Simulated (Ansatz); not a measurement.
# Al2Pt (Fm-3m): from the cell to its phonons, part 2 of 2

The cell of Al2Pt (Fm-3m) is at rest. What are its phonons? After the zone centre comes a 4×4×4 q mesh on a 12×12×12 k mesh.

Ansatz 0.2.0; DFT PBEsol, scalar-relativistic, plane waves, PAW; PAW set soft_1.

So far. Step 2 (Linear response at the zone centre): Before it was imposed, the acoustic sum rule was missed by 1.5e-4 eV/Å². Small misses are needed for a sound result but don't prove that mesh and cutoff are converged. The lowest optical mode is real, 238 cm⁻¹.

The database entry behind the starting cell differs from later determinations by our own check (0.1 to 0.3 % short, probably kX units), so it need not match the best structure at ambient conditions.

## 3. The dispersion

Stability and thermal properties need the whole zone. Linear response on a 4×4×4 q mesh gives force constants as far as a supercell of that size would.

input.yaml

```yaml
crystal:
  lattice:
    - [0.0, 2.9478597694, 2.9478597694]
    - [2.9478597694, 0.0, 2.9478597694]
    - [2.9478597694, 2.9478597694, 0.0]
  atoms:
    - { symbol: Al, position: [0.25, 0.25, 0.25] }
    - { symbol: Al, position: [0.75, 0.75, 0.75] }
    - { symbol: Pt, position: [0.0, 0.0, 0.0] }
kpoints:
  mp_grid: { grid: [12, 12, 12] }
hamiltonian:
  xc: pbesol
  pseudopotentials: { kind: paw, azcp: { folder: soft_1 }, xc_functional: pbe }
scf:
  occupations: { method: methfessel_paxton, width: 0.2 }
output:
  eigenvalues: true
phonons:
  method: dfpt
  qmesh: [4, 4, 4]
  temperatures: { t_max: 1000, t_step: 50 }
  qpath:
    path:
      - [[0.0, 0.0, 0.0], [0.5, 0.0, 0.5], [0.625, 0.25, 0.625]]
      - [[0.375, 0.375, 0.75], [0.0, 0.0, 0.0], [0.5, 0.5, 0.5], [0.5, 0.25, 0.75], [0.5, 0.0, 0.5]]
    npoints: 10
```

Command:

```bash
> ansatz run input.yaml --threads 4 --pin off --max-ram 10240MiB --backend cpu --events-out ev --progress --plain --runs-dir out
```

Numbers of over 12 decimals in the logs are rounded to 6 here.

Log:

```text
Warning: phonons: the dynamical matrix that this run interpolates holds no multipole term above the dipole-dipole one, and a site of this crystal is no centre of inversion, so its interpolated transverse optical and acoustic branches and sound speeds can stay off near Gamma, and the density of states and the thermodynamics with them. What a run solves at a wave vector of phonons.qpoints, Gamma apart, where the deck admits one, is free of this, and under fd what a larger phonons.supercell samples
[...]
Crystal: 3 atoms, lattice volume = 51.233 Å³
Basis set: ecut = 420 eV, 965 PW (Γ), exchange–correlation on 60×60×60 points (8 copies of the dense FFT grid, shifted against one another)
Bands: 16, of which v1, the nominal top of the filled ones, is band 12 counted from 1 (11 counted from 0)
Symmetry: 48 space group operations
k-points: 72 of 1728
[...]
SCF iter   1: F=—  HF=-13438.301941 eV  |F-HF|=—  |Δ(HF+E_count)|=         —  Δρ=9.40e-2  dr2=5.48e0  ethr=3.10e-3  ⟨swp⟩=5.2  Hψ=5682  notcnv=0
[...]
SCF iter  10: F=-13437.083860 eV  HF=-13437.083860 eV  |F-HF|=7.28e-12  |Δ(HF+E_count)|=  1.00e-10  S|Δr|=    0.00e0  Δρ=1.20e-7  dr2=6.33e-12  ethr=1.00e-12  ⟨swp⟩=5.2  Hψ=5834  notcnv=0
SCF 1 converged in 10 iterations: F = -13437.083860 eV  dr2 = 6.33e-12
[...]
iter 1 solved again at ethr=6.52e-8 eV; its pass at ethr=3.10e-3 eV (dr2=1.57e-5 eV) is discarded
SCF iter   1: F=—  HF=-13437.083855 eV  |F-HF|=—  |Δ(HF+E_count)|=         —  Δρ=3.45e-7  dr2=8.42e-11  ethr=6.52e-8  ⟨swp⟩=3.2  Hψ=8941  notcnv=0
eigensolver tolerance schedule: the retry pair's looser diagonalisation over-reported the residual by 186024.38 of it (diagonalisation noise at an unbounded share of the residual, at the tolerance the schedule requests for it); recorded, not acted on — ethr = c·dr2/N_el stays at c = 1.0e-1
[...]
SCF iter   2: F=—  HF=-13437.083860 eV  |F-HF|=—  |Δ(HF+E_count)|=   5.46e-6  S|Δr|=    0.00e0  Δρ=1.98e-7  dr2=2.65e-11  ethr=1.00e-12  ⟨swp⟩=3.8  Hψ=2953  notcnv=0
SCF iter   3: F=-13437.083860 eV  HF=-13437.083860 eV  |F-HF|=1.82e-12  |Δ(HF+E_count)|=  1.82e-12  S|Δr|=    0.00e0  Δρ=1.10e-7  dr2=7.05e-12  ethr=1.00e-12  ⟨swp⟩=3.7  Hψ=3377  notcnv=0
SCF 2 converged in 3 iterations: F = -13437.083860 eV  dr2 = 7.05e-12
phonons: the bands overlap, so this run is a metal and interpolates without the dipole-dipole term. If the crystal is really an insulator or semiconductor, its LO-TO splitting is missing
NSCF: frozen V_eff on 72 k-points
[...]
DFPT response loops at q = (0, 0, 0) (fractional): preconditioner auto → Kerker (q_TF=auto, 2.404 Å⁻¹) (partly filled bands, converged f_vac=0.000); β = 1.00, the filter's whole step (`scf.mixing.beta` (0.50) is not read by the response loops under this deck's `scf.mixing.preconditioner`; to damp them name `kerker` or `kerker_dos`, under which they read `scf.mixing.beta`, and type it under 1.00, their step now; both keys bind the ground state too); Broyden in place of MSR1
[...]
SCF converged after 10 iterations
[...]
Free energy (F): -13437.083860 eV
[...]
Internal energy: -13437.083618 eV  (E = F + TS)
E sigma→0 (E₀):  -13437.083800 eV
Entropy (-TS):   -0.000242 eV (-0.081 meV/atom)
Fermi energy:    11.401970 eV
[...]
--- Band table (eV; the first three rows and the last of 72) ---
  k-point 0: bands = [... 8 lower, 7.6456, 7.6456, 14.4240, 15.1778, 15.1778, 15.1778, 16.8440, 16.8440]
  k-point 1: bands = [... 8 lower, 7.6338, 7.6338, 13.8804, 14.6337, 14.9103, 14.9103, 17.1478, 17.1478]
  k-point 2: bands = [... 8 lower, 7.6142, 7.6142, 12.1464, 14.3324, 14.3324, 14.8954, 17.1225, 17.1797]
  k-point 71: bands = [... 8 lower, 7.5599, 8.0889, 8.5809, 8.5809, 10.4857, 16.6207, 16.6207, 17.5028]
--- Phonons (Γ-DFPT): 2 representative perturbations + reference (Σ response iterations 6) ---
  ASR residual: 1.527e-4 → 0.000e0 eV/Å²; symmetrization residual: 3.104e-6 eV/Å²
  ASR residual per site (eV/Å²): 4.51e-5 4.51e-5 1.53e-4
  Γ frequencies (cm⁻¹): 0.00 0.00 0.00 238.34 238.34 238.34 294.43 294.43 294.43
--- Phonons (arbitrary-q DFPT): 8 irreducible q on the 4×4×4 mesh ---
  q = [0.0000, 0.0000, 0.0000] (star 1, of the zone-centre solve; hermiticity 7.03e-7, symmetrization 3.53e-13): -0.00 -0.00 0.00 238.34 238.34 238.34 294.43 294.43 294.43
  q = [0.0000, 0.0000, 0.2500] (star 8, 2 solved perturbations on 936 of 1728 k-point pairs; hermiticity 4.24e-7, symmetrization 3.54e-13): 47.67 47.67 99.24 246.68 246.68 248.37 287.31 287.31 287.33
[...]
q = [0.0000, 0.2500, 0.2500] (star 6, 4 solved perturbations in 1608 linear systems a pass and spin channel, the states on 510 of 1728 k-point pairs; hermiticity 7.55e-7, symmetrization 4.27e-13): 65.69 65.69 102.61 235.03 235.03 250.96 274.01 305.10 305.10
[...]
sum rule: each row above includes the acoustic sum rule's correction from the zone centre's row sums; it moved no ω² by more than (0.67 cm⁻¹)²
  mesh force constants: q→R imaginary residual 2.95e-18; ASR residual 1.527e-4 → 0.000e0 eV/Å²; symmetrization residual 1.243e-14 eV/Å²
  interpolated dispersion: 62 rows × 9 modes
  density of states and harmonic sums: on the 20×20×20 q-mesh, interpolated from the force constants of a 4×4×4 supercell (no non-analytic term)
  largest difference from the sums on the solved wave vectors: F 1.47e-2 eV, S 1.87e-5 and C_V 4.01e-6 eV/K
  zero-point energy: 0.116871 eV/cell   skipped modes (ω ≤ 0): 3   left out of the sums: 4.17e-5 of the cell's modes: C_V's classical limit lies that fraction below 3 k_B per atom; for a crystal, a wire or a layer, F and S can be off by more, and a phonons.interpolated_qmesh denser along its periods is the remedy for the sampling
```

It took 4.6 min on 4 threads of Arm Neoverse V2, shared host; peak memory 3 GiB; 18 min of CPU time.

This step gave:

| Property | Result |
| --- | --- |
| sum-rule residual before enforcement | 1.53e-4 eV/Å² |
| lowest frequency on the path | 0 cm⁻¹ |
| highest frequency on the path or at a solved wavevector | 329.4 cm⁻¹ |
| mean frequency | 209.5 cm⁻¹ |
| Debye temperature (second moment) | 423 K |
| logarithmic mean frequency | 183.1 cm⁻¹ |
| lowest mode on the q mesh (acoustic modes at Γ apart) | 47.67 cm⁻¹ |
| zero-point energy per atom | 38.96 meV |
| heat capacity at 300 K | 22.66 J/(mol atoms K) |
| vibrational entropy at 300 K | 29.38 J/(mol atoms K) |
| edges of the widest gap between branches, on path and mesh | 136.9, 207.7 cm⁻¹ |

Frequencies (cm⁻¹) solved at each irreducible wavevector; negative means imaginary. Frequencies by wavevector, by row:

| q in reciprocal lattice units | star | mode 1 | mode 2 | mode 3 | mode 4 | mode 5 | mode 6 | mode 7 | mode 8 | mode 9 |
| --- | --- | --- | --- | --- | --- | --- | --- | --- | --- | --- |
| 0 0 0 | 1 | 0 | 0 | 0 | 238.3 | 238.3 | 238.3 | 294.4 | 294.4 | 294.4 |
| 0 0 0.25 | 8 | 47.7 | 47.7 | 99.2 | 246.7 | 246.7 | 248.4 | 287.3 | 287.3 | 287.3 |
| 0 0 -0.5 | 4 | 69.9 | 69.9 | 136.8 | 268.1 | 268.1 | 271 | 271.2 | 271.2 | 276.8 |
| 0 0.25 0.25 | 6 | 65.7 | 65.7 | 102.6 | 235 | 235 | 251 | 274 | 305.1 | 305.1 |
| 0 0.25 -0.5 | 24 | 83.3 | 86.4 | 126.7 | 224.6 | 243 | 244.6 | 295.1 | 296.6 | 309.7 |
| 0 0.25 -0.25 | 12 | 65.7 | 86.3 | 118.1 | 227.2 | 261.7 | 267.2 | 269.5 | 283.6 | 311.5 |
| 0 -0.5 -0.5 | 3 | 104.7 | 104.7 | 136.9 | 208.2 | 232.2 | 232.2 | 308 | 308 | 324.1 |
| 0.25 -0.5 -0.25 | 6 | 76.7 | 114.8 | 114.8 | 209 | 230 | 273.9 | 273.9 | 306.9 | 329.4 |

Interpolated from a 4×4×4 q mesh. Phonon branches along the path, in cm⁻¹:

| point | branch 1 | branch 2 | branch 3 | branch 4 | branch 5 | branch 6 | branch 7 | branch 8 | branch 9 |
| --- | --- | --- | --- | --- | --- | --- | --- | --- | --- |
| Γ | 0 | 0 | 0 | 238 | 238 | 238 | 294 | 294 | 294 |
| halfway | 66 | 66 | 103 | 235 | 235 | 251 | 274 | 305 | 305 |
| X | 105 | 105 | 137 | 208 | 232 | 232 | 308 | 308 | 324 |
| halfway | 102 | 102 | 132 | 208 | 235 | 236 | 305 | 305 | 325 |
| U | 93 | 102 | 121 | 211 | 243 | 243 | 296 | 300 | 324 |
| jump to K | 93 | 102 | 121 | 211 | 243 | 243 | 296 | 300 | 324 |
| halfway | 52 | 65 | 110 | 233 | 257 | 266 | 273 | 277 | 306 |
| Γ | 0 | 0 | 0 | 238 | 238 | 238 | 294 | 294 | 294 |
| halfway | 48 | 48 | 99 | 247 | 247 | 248 | 287 | 287 | 287 |
| L | 70 | 70 | 137 | 268 | 268 | 271 | 271 | 271 | 277 |
| halfway | 76 | 89 | 126 | 229 | 242 | 271 | 272 | 296 | 310 |
| W | 77 | 115 | 115 | 209 | 230 | 274 | 274 | 307 | 329 |
| halfway | 91 | 106 | 129 | 208 | 231 | 246 | 298 | 307 | 326 |
| X | 105 | 105 | 137 | 208 | 232 | 232 | 308 | 308 | 324 |

The phonon branches as a text plot (rows in cm⁻¹):

```
    323 |           *********                          **********
    309 |    ************    *****                   ** *********
    295 |****    *      *****     **********        ****    ***
    281 |  **   *           ********        *********      *
    268 |    ***             ****              *************
    254 |   *  *           **** **          ****   **       **
    240 |********      ****      ************       *****     **
    226 |        ******     *****                     ** ********
    213 |         **********                            *********
    199 |
    185 |
    172 |
    158 |
    144 |
    130 |         *******                      ********      ****
    117 |       **       ********            **        ******
    103 |      *  ***********    *          *          **   *****
     89 |    **  *       *** **            *          *     ***
     75 |   *   *           *  *  **            ************
     62 |      *             ****   *     *  ***
     48 |  * **                 **       *  *
     34 |   *                     ** *    **
     21 | **                        *   **
      7 |**                          ****
         Γ           X  U|K            Γ         L        W     X
```

Tetrahedra on a 20×20×20 mesh, mean over bins of 5 cm-1. Interpolated from a 4×4×4 q mesh. The phonon density of states by wavenumber; read off at these points:

wavenumber (cm⁻¹), phonon density of states (1/cm⁻¹/cell) and a bar:
```
        2     0.0000 
       12     0.0006 
       22     0.0021 #
       28     0.0031 #
       38     0.0061 ##
       48     0.0110 ####
       58     0.0189 ######
       62     0.0250 ########
       72     0.0494 ################
       78     0.0585 ###################
       82     0.0411 #############
       92     0.0309 ##########
      102     0.0333 ###########
      108     0.0197 ######
      118     0.0386 #############
      122     0.0554 ##################
      128     0.0447 ###############
      138     0.0017 #
      148     0.0000 
      152     0.0000 
      162     0.0000 
      172     0.0000 
      182     0.0000 
      188     0.0000 
      198     0.0000 
      208     0.0111 ####
      218     0.0219 #######
      228     0.0232 ########
      232     0.0741 ########################
      238     0.0925 ##############################
      242     0.0697 #######################
      252     0.0552 ##################
      262     0.0519 #################
      272     0.0444 ##############
      278     0.0553 ##################
      288     0.0587 ###################
      298     0.0791 ##########################
      302     0.0877 ############################
      308     0.0615 ####################
      312     0.0255 ########
      322     0.0277 #########
      332     0.0000
```

Phonopy on the run's constants, 17x17x17 mesh, Gaussian sigma 2.6 cm-1. Interpolated from a 4×4×4 q mesh. Table of partial phonon density of states by wavenumber; read off at these points; values in 1/cm⁻¹/cell:

| wavenumber (cm⁻¹) | Al | Pt |
| --- | --- | --- |
| -10.0 | 0 | 0 |
| 0.0 | 2.0e-5 | 7.0e-5 |
| 10.0 | 1.2e-4 | 4.5e-4 |
| 20.0 | 3.8e-4 | 0.00143 |
| 30.0 | 8.6e-4 | 0.00345 |
| 40.0 | 0.00130 | 0.00573 |
| 50.0 | 0.00217 | 0.0109 |
| 60.0 | 0.00304 | 0.0182 |
| 70.0 | 0.00512 | 0.0380 |
| 75.7 | 0.00573 | 0.0488 |
| 80.0 | 0.00486 | 0.0438 |
| 90.0 | 0.00284 | 0.0288 |
| 100.0 | 0.00219 | 0.0292 |
| 110.0 | 9.0e-4 | 0.0177 |
| 120.0 | 0.00145 | 0.0447 |
| 123.0 | 0.0015 | 0.0515 |
| 130.0 | 6.7e-4 | 0.0291 |
| 140.0 | 1.4e-5 | 9.9e-4 |
| 150.0 | 0 | 0 |
| 160.0 | 0 | 0 |
| 170.0 | 0 | 0 |
| 180.0 | 0 | 0 |
| 190.0 | 0 | 0 |
| 200.0 | 5.8e-5 | 0 |
| 210.0 | 0.0202 | 5.7e-6 |
| 220.0 | 0.0211 | 9.0e-5 |
| 230.0 | 0.0467 | 0.00156 |
| 235.8 | 0.0815 | 0.00602 |
| 240.0 | 0.0749 | 0.00644 |
| 250.0 | 0.0546 | 0.00389 |
| 260.0 | 0.0476 | 0.00292 |
| 270.0 | 0.0454 | 0.00210 |
| 280.0 | 0.0511 | 0.00185 |
| 290.0 | 0.0600 | 0.00208 |
| 300.0 | 0.0796 | 0.00327 |
| 303.4 | 0.0814 | 0.00361 |
| 310.0 | 0.0383 | 0.00114 |
| 320.0 | 0.0241 | 1.2e-4 |
| 330.0 | 0.00481 | 2.2e-6 |
| 340.0 | 0 | 0 |

Harmonic thermodynamic functions per atom, from the density of states. Interpolated from a 4×4×4 q mesh. Thermodynamic functions, by row:

| T (K) | F_vib (meV/atom) | S (J/mol-atom/K) | C_V (J/mol-atom/K) |
| --- | --- | --- | --- |
| 0 | 38.96 | 0 | 0 |
| 50 | 38.48 | 2.952 | 5.419 |
| 100 | 35.42 | 8.984 | 12.69 |
| 200 | 19.84 | 20.62 | 20.27 |
| 300 | -6.29 | 29.38 | 22.66 |
| 400 | -40.34 | 36.04 | 23.61 |
| 500 | -80.55 | 41.37 | 24.08 |
| 600 | -125.8 | 45.78 | 24.34 |
| 700 | -175.2 | 49.55 | 24.49 |
| 800 | -228.3 | 52.83 | 24.6 |
| 900 | -284.6 | 55.73 | 24.67 |
| 1000 | -343.7 | 58.33 | 24.72 |

Harmonic mean-square displacement, third of the trace. Interpolated from a 4×4×4 q mesh. Mean square displacements, by row:

| T (K) | Al1 U_eq (Å²) | Al2 U_eq (Å²) | Pt3 U_eq (Å²) |
| --- | --- | --- | --- |
| 0 | 0.00266 | 0.00266 | 9.90e-4 |
| 100 | 0.00351 | 0.00351 | 0.0022 |
| 300 | 0.00732 | 0.00732 | 0.00608 |
| 600 | 0.01391 | 0.01391 | 0.01206 |

Symmetry leaves 8 wavevectors to solve. The lowest mode among them, the acoustic zeros apart, lies at q = (0, 0, 0.25) and is real, 47.7 cm⁻¹.

## 4. What came out

```json
{
  "space group (within 0.01 Å)": "Fm-3m",
  "volume per atom": "17.1 Å³",
  "electronic character": "no gap on this mesh",
  "highest optical mode at the zone centre (no LO-TO term)": "294 cm⁻¹",
  "lowest optical zone-centre mode": "238 cm⁻¹",
  "lowest mode on the q mesh (acoustic modes at Γ apart)": "47.7 cm⁻¹",
  "highest frequency on the path or at a solved wavevector": "329 cm⁻¹",
  "zero-point energy per atom": "39.0 meV",
  "heat capacity at 300 K": "22.7 J/(mol atoms K)",
  "vibrational entropy at 300 K": "29.4 J/(mol atoms K)",
  "Debye temperature (second moment)": "423 K",
  "imaginary modes on the 4×4×4 q mesh": "none"
}
```

In words: The structure is a minimum as far as tested: no mode is imaginary at the 8 irreducible wavevectors of the 4×4×4 mesh, and the softest away from the acoustic zeros lies at 48 cm⁻¹. The optical modes at Γ span 238 to 294 cm⁻¹. The highest mode in this list at Γ, 294.4 cm⁻¹, is mostly motion of Al (100 % of the kinetic energy). On the path and the mesh, the widest gap between branches runs from 137 to 208 cm⁻¹. With no gap, or one that is small against the smearing, the frequencies hang on the k mesh and the smearing, most of all near Kohn anomalies. Spin-orbit coupling is left out, which can matter for the heavy elements here. The PAW files were made for PBE and serve the other functionals too. These are harmonic frequencies at zero temperature: anharmonic shifts, linewidths and thermal expansion are left out.

[Logs are printed without paths, hosts, clocks, repeated set-up lines and the standing remarks that a program may print on its own settings, such as how far it seeks lower states.]

[Hosts, paths, dates, database ids (printed as entryN), source tags and the programs' standing remarks are cut or masked in the printed files.]
